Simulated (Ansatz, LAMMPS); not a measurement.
# Glassy 65SiO2-29K2O-6TiO2 (mol %) (93 atoms): support functions against a reference, part 2 of 2

Wanted: errors and times of a linear-scaling basis for glassy 65SiO2-29K2O-6TiO2 (mol %) (93 atoms). A setting counts as converged where the r.m.s. difference of forces stays under 1 % of the r.m.s. force.

Ansatz 0.2.0; Kohn-Sham DFT, PBE, PAW (set soft_2), plane waves.

The cell: 20 Si, 18 K, 2 Ti and 53 O. The quench rate of 50 K/ps is many orders above laboratory rates. The starting topology of bonds comes from the classical model. The Brillouin zone is sampled at Γ only, in a cell whose shortest periodic width is 11 Å.

So far. Step 7 (Support functions medium, spacing 0.275 Å): Forces differ from the reference by 4.4 meV/Å r.m.s., 0.34 % of their size, within a tolerance of 1 %; the energy by -7.4 meV/atom. It took 2.2 min and 17 cycles; the reference's time can't be set against it, since the two runs asked for unlike analyses. The setting is coarser than the default on purpose.

## (9) What the reference run shows

The comparisons rest on this run, so its electronic structure is set out here.

Neighbours are counted within 2.16 Å (O-Si), 3.33 Å (O-K), 2.64 Å (O-Ti).

Length of the force by element and coordination:

```
element  coordination  atoms  mean length of the force (eV/Å)  spread  least   most
      K           all     18                            0.640   0.309  0.217   1.41
      K             3      1                            0.238       0  0.238  0.238
      K             4      1                            0.604       0  0.604  0.604
      K             5      9                            0.668   0.231  0.310   1.04
      K             6      4                            0.553   0.323  0.217   1.04
      K             7      2                            0.968   0.441  0.527   1.41
      K             9      1                            0.520       0  0.520  0.520
      O           all     53                             2.05    1.19  0.432   5.97
      O             2      7                             1.97    1.10  0.955   4.46
      O             3     20                             2.01    1.14  0.432   5.53
      O             4     18                             2.12    1.38  0.486   5.97
      O             5      5                             1.74   0.932  0.680   3.41
      O             6      3                             2.67   0.391   2.12   2.95
     Si           all     20                             2.54   0.958  0.994   4.35
     Ti           all      2                             1.73   0.734  0.994   2.46
```

Löwdin charges by element and coordination (they lack the spilled electrons, 0.065 e an atom on average):

```
element  coordination  atoms  mean charge (e)  spread   least    most
      K           all     18            0.864  0.0099   0.843   0.880
      K             3      1            0.880       0   0.880   0.880
      K             4      1            0.877       0   0.877   0.877
      K             5      9            0.860  0.0073   0.849   0.870
      K             6      4            0.866   0.013   0.843   0.874
      K             7      2            0.865  0.0059   0.859   0.871
      K             9      1            0.864       0   0.864   0.864
      O           all     53           -0.868  0.0911   -1.04  -0.702
      O             2      7           -0.821  0.0349  -0.905  -0.796
      O             3     20           -0.829  0.0577   -1.01  -0.767
      O             4     18           -0.886  0.0926   -1.00  -0.702
      O             5      5           -0.930   0.117   -1.04  -0.725
      O             6      3            -1.02  0.0141   -1.03   -1.00
     Si           all     20             1.68   0.059    1.60    1.79
     Ti           all      2             1.39  0.0115    1.38    1.40
```

States in the cell by windows of 1 eV, zero at the Fermi level; the larger projections on atomic orbitals stand beside the total:

```
from (eV)  to (eV)  total   O p  Si p  Ti d
      -10       -9    8.7   6.0   0.7   0.0
       -9       -8   13.5   9.7   1.7   0.1
       -8       -7   20.8  15.8   3.7   0.1
       -7       -6   14.8  11.1   2.0   0.7
       -6       -5   27.2  21.9   2.5   0.5
       -5       -4   53.2  45.4   2.8   1.3
       -4       -3   58.0  51.9   2.0   1.0
       -3       -2   57.7  53.4   1.5   0.4
       -2       -1   38.7  36.5   0.7   0.1
       -1        0   15.8  14.9   0.3   0.0
        0        1    1.6   1.5   0.0   0.0
        1        2    6.0   0.9   0.1   4.7
        2        3    9.8   1.3   0.2   5.5
        3        4    9.8   0.8   0.2   1.8
        4        5   17.8   1.5   1.3   2.5
```

With fixed occupations the program's Fermi level is the highest filled level; weight inside the gap is the broadening of levels at its edges.

Between -26 and -10 eV lie 222 more states.

About 54 of the 584 electrons lie in deeper levels, below the stored range.

The levels nearest the highest filled one (over half full), pooled over k-points and spins:

```
level less the highest filled one (eV)  occupation
                                -0.568           2
                                -0.471           2
                                -0.350           2
                                -0.161           2
                               -0.0198           2
                                     0           2
                                  1.46           0
                                  1.71           0
                                  1.83           0
                                  2.24           0
                                  2.29           0
                                  2.51           0
```

ELF in the ac plane at fractional y = 0.693, with atoms of Si and K and Ti and O within 0.2 Å of it. It is the smooth field of the valence electrons, not physical close to the nuclei.

Ten even steps from '0' (0.00) to '9' (0.87), each cell a mean:
```
10000000234212243200000003896797
12565200244314898840023212796796
25898510122127966961267741278973
26898510000027977962589983024311
23566300000015789831699995012333
52111000000001233111267762003567
52000000122100012211122210002456
32000024677520013442100000000133
10000047999840013431000000000001
00000037999730001210000001110000
00000013676310000000000113431000
10000000121000000000001134432232
40000000000000000000001211114677
61000000000000000000013432137898
41000000100000012200268897236887
10000036774100122200488688412442
00000289999500011122278688500111
51000499899710001566537897203788
95000389999500102632621332028999
95000037885103653456411100038999
62023100110027998521146531015899
10378620000137888831367741000122
01578620001236998720245420134321
00134200112112454200011101589985
```
Columns run along a (11.3 Å), rows up along c (11.3 Å). Atoms in or near the plane, at fractional coordinates: Si at (0.41, 0.98), Si at (0.81, 0.45), Si at (0.59, 0.76), K at (0.26, 0.26), Ti at (0.59, 0.23), O at (0.89, 0.95), O at (0.49, 0.87), O at (0.73, 0.32).

Valence density in the ac plane at fractional y = 0.693, with atoms of Si and K and Ti and O within 0.2 Å of it. It is the smooth field of the valence electrons, not physical close to the nuclei.

Ten steps, logarithmic in the rise over the least value, from '_' (0.0 e/Å³) to '@' (8.9 e/Å³), each cell a mean:
```
............__..::------::..------::..________....::==##@@%%**--
::::::--::........::----::--++****==::............::==##%%%%**--
----++++==::........::::::==##%%%%##--::::--====--::::==****++--
--==++++==--..__________..--**%%%%**==----++****==::..::----::::
----------::..____________::--++++++----==++****==::....::------
--::......__________________..::--::....--======::..__..::--====
::..__________........________..::--::::::::::..________..::----
..__________..::======::..____..::------::..______________......
____________::==**##**==::______..::::....______________________
____________::==**##**==::________....__________......__________
____________..::======::..__________________....::::::::..______
______________..........____________________..::--------::::....
..__________________________________________..::::::::----==--::
::________________________________________..::----::::--==++++==
..______________________________....____..--==**++==------====--
____________..------::..______..........::++##%%%%++--::::::::..
..________..==**####++::______..::--======++%%@@%%++::......::..
--..______::++##%%%%**==..____..--**%%@@##++++**++--....::==++++
++--..____::==**####++--..__....==%%@@@@%%++::::::..__..==**####
++--..____..::--====--......----==**%%%%**--::....____..==**####
==::................____..--++##**====--------::..____..--==++++
....::----::..________..::==##%%##++::..::----::....____....::::
__..::--==--..____....::--==****++--......::::::........::::....
..__..::::::..__..::::--::::====--::______..........::==**++==::
```
Columns run along a (11.3 Å), rows up along c (11.3 Å). Atoms in or near the plane, at fractional coordinates: Si at (0.41, 0.98), Si at (0.81, 0.45), Si at (0.59, 0.76), K at (0.26, 0.26), Ti at (0.59, 0.23), O at (0.89, 0.95), O at (0.49, 0.87), O at (0.73, 0.32).

Mean Löwdin charges: K +0.86, O -0.87, Si +1.68, Ti +1.39 e (they miss 1.0 % of the electrons, so they add up to more than the cell's charge). The largest share in the top eV of filled states is O p (96 % of the projected weight), and in the lowest eV of empty states Ti d (68 % of the projected weight).

## (10) Structure statistics

Bonds and neighbours are counted at the geometry of the runs.

Density 2.52 g/cm³, 15.64 Å³ an atom.

Pair distribution functions g(r), in bins of 0.2 Å:

```
r (Å)  total   O-O   O-Si   O-K  O-Ti  Si-Si  Si-K
 1.40   0.06  0.00   0.25  0.00  0.00   0.00  0.00
 1.60   3.71  0.00  15.15  0.00  0.00   0.00  0.00
 1.80   0.51  0.00   1.43  0.00  6.48   0.00  0.00
 2.00   0.20  0.00   0.00  0.00  8.28   0.00  0.00
 2.20   0.00  0.00   0.00  0.00  0.00   0.00  0.00
 2.40   0.24  0.48   0.00  0.40  0.00   0.00  0.00
 2.60   2.19  5.58   0.00  1.70  0.00   0.00  0.00
 2.80   1.37  1.84   0.07  3.03  0.00   0.35  0.00
 3.00   0.69  0.50   0.19  1.43  0.00   2.25  0.36
 3.20   0.87  0.40   0.37  0.90  0.00   5.71  1.24
 3.40   0.73  0.43   0.32  0.84  0.48   0.00  2.10
 3.60   1.04  0.82   1.18  0.80  0.40   0.00  2.50
 3.80   1.17  0.75   2.20  0.68  0.38   0.00  2.10
 4.00   1.19  0.70   1.87  0.68  2.38   0.71  2.02
 4.20   1.14  0.72   1.95  0.93  1.22   1.16  1.11
 4.40   0.99  0.85   1.05  0.97  3.62   0.89  0.58
 4.60   0.89  1.14   0.60  0.94  1.04   1.48  0.47
 4.80   1.04  1.43   0.67  1.23  0.94   1.12  0.34
 5.00   1.03  1.40   0.54  1.33  0.23   1.16  0.51
 5.20   1.08  1.39   0.71  1.14  0.81   1.51  0.59
 5.40   0.96  1.08   0.88  1.19  0.19   0.79  0.61
 5.60   0.93  0.76   1.11  0.95  1.38   1.11  0.51
```

Bonds by pair of elements; cutoffs follow the first minimum of g(r), held within bounds set by covalent radii, and pairs that aren't listed don't count as bonded:

```
pair A-B  cutoff (Å)  bonds  mean length (Å)  spread (Å)  shortest (Å)  B about A  A about B
    O-Si        2.16     80             1.61        0.06          1.49       1.51          4
     O-K        3.33     99             2.85       0.208          2.43       1.87        5.5
    O-Ti        2.64     10             1.93       0.086          1.80      0.189          5
```

How many atoms have how many bonded neighbours:

```
element  mean  2   3   4  5  6  7  9
      K   5.5  0   1   1  9  4  2  1
      O  3.57  7  20  18  5  3  0  0
     Si     4  0   0  20  0  0  0  0
     Ti     5  0   0   0  2  0  0  0
```

Oxygen atoms by the number of network formers (Si, P, Ge, B, Al, As, Ga) bound to them:

```
network formers bound to O  O atoms  per cent
                         0        1       1.9
                         1       24      45.3
                         2       28      52.8
```

Network units: each former by its oxygen neighbours and how many of them bridge to another former:

```
former  O neighbours  bridging O  atoms
    Si             4           1      1
    Si             4           2      7
    Si             4           3      7
    Si             4           4      5
```

Rings of the network by King's shortest-path rule, up to 12 atoms, one path for each pair of neighbours; H, halogens, alkali and alkaline-earth atoms are left out, and the last column divides by all other atoms, bonded or not:

```
ring size (atoms)  rings  per network atom
                8      6              0.08
               10      5             0.067
               12      6              0.08
```

First main peaks of g(r), for some of the pairs, lie near 2.6 Å (O-O), 1.6 Å (O-Si), 2.8 Å (O-K), 1.9 Å (O-Ti), 3.2 Å (Si-Si) and 3.5 Å (Si-K). Counting bonds as in the table, 50 % of K atoms have 5, 38 % of O atoms have 3, all Si atoms have 4 and all Ti atoms have 5 bonded neighbours. Counting bonds to Si alone, not to Ti, 53 % of the oxygens join two of these atoms and 45 % one; 2 % join none. Rings of 8 and 12 atoms are the most common (35 % each of those counted); sizes run from 8 to 12, where the search stops.

A closer look about O65, picked at random: 13 atoms, nearest first, numbered in the order of the input, with positions taken from that point.

```
atom      x      y      z  distance (Å)  bonds  Löwdin charge (e)     Fx     Fy  Fz (eV/Å)
 O65   0.00   0.00   0.00          0.00      4              -0.96  -1.34   0.09      -1.80
 Si7   0.85  -0.12   1.28          1.54      4               1.67   2.84  -0.35      -0.11
 K33  -2.50  -0.42   0.11          2.54      5               0.86  -0.10   0.25       0.15
 O59  -0.05  -0.60   2.55          2.62      3              -0.81  -0.99  -1.19       1.42
 O57   2.09  -1.39   0.96          2.68      4              -0.88  -2.54  -0.58       3.54
 K30  -0.56   2.08  -1.74          2.77      5               0.86  -0.60  -0.28       0.71
 O71   1.89   0.98   1.87          2.83      2              -0.80  -0.10   1.27       0.51
 O45   2.82   0.20  -0.92          2.97      3              -1.01  -0.63   5.06      -2.16
 K37   0.37  -3.15  -0.15          3.17      5               0.86  -0.20  -0.31       0.24
Si11   3.03  -1.15  -0.31          3.25      4               1.62  -0.89  -1.33      -1.05
 O86  -2.25   1.34   1.98          3.28      2              -0.91  -0.08  -2.39       0.53
 K21   0.07  -1.59  -2.95          3.35      5               0.87  -0.59   0.67       0.52
 O90  -0.81   3.19   0.82          3.39      3              -0.82   2.44   1.01      -0.79
```

The column of bonds counts only the pairs O-Si within 2.16 Å, O-K within 3.33 Å, O-Ti within 2.64 Å; other neighbours, such as metal atoms beside each other in a compound, aren't counted, and periodic images can show an atom twice.

## (11) Results

| Quantity | Value |
| --- | --- |
| free energy per atom | -812.4843 eV/atom |
| pressure | 5.832 GPa |
| r.m.s. force component | 1.287 eV/Å |
| gap (highest filled to lowest empty level) | 1.456 eV |
| wall time of the 5 DFT runs | 11 min |

In words: Against plane waves at 420 eV, the forces differ by 0.51 meV/Å (0.040 %) with support functions medium. At 93 atoms the fastest of the runs at a preset level, support functions low, takes roughly 7.2 times the time of plane waves (whose run also made extra analyses, so the like-for-like ratio is larger), in 15 SCF cycles against 11. Differences between support functions and plane waves include what basis error the plane-wave run still has.

The highest filled and lowest empty levels differ by 1.46 eV (at Γ alone); a semilocal functional tends to put such gaps too low. In a disordered cell it changes from sample to sample, and tail or defect levels can set it. Counting bonds as in the table, 50 % of K atoms have 5, 38 % of O atoms have 3, all Si atoms have 4 and all Ti atoms have 5 bonded neighbours.

What to keep in mind: The force components of 1.3 eV/Å r.m.s. reflect the temperature of the frame as well as the gap between the generating potential and DFT. The stress is far from hydrostatic: its diagonal is 5.8, 7.4, 4.3 GPa, compression counted positive. The pressure of 5.8 GPa is that of one thermal frame, in which the classical model's bond lengths enter as well as the volume, without the kinetic term.

[Logs are printed without paths, hosts, clocks, repeated set-up lines and the standing remarks that a program may print on its own settings, such as how far it seeks lower states.]

[Hosts, paths, dates, database ids (printed as entryN), source tags and the programs' standing remarks are cut or masked in the printed files.]
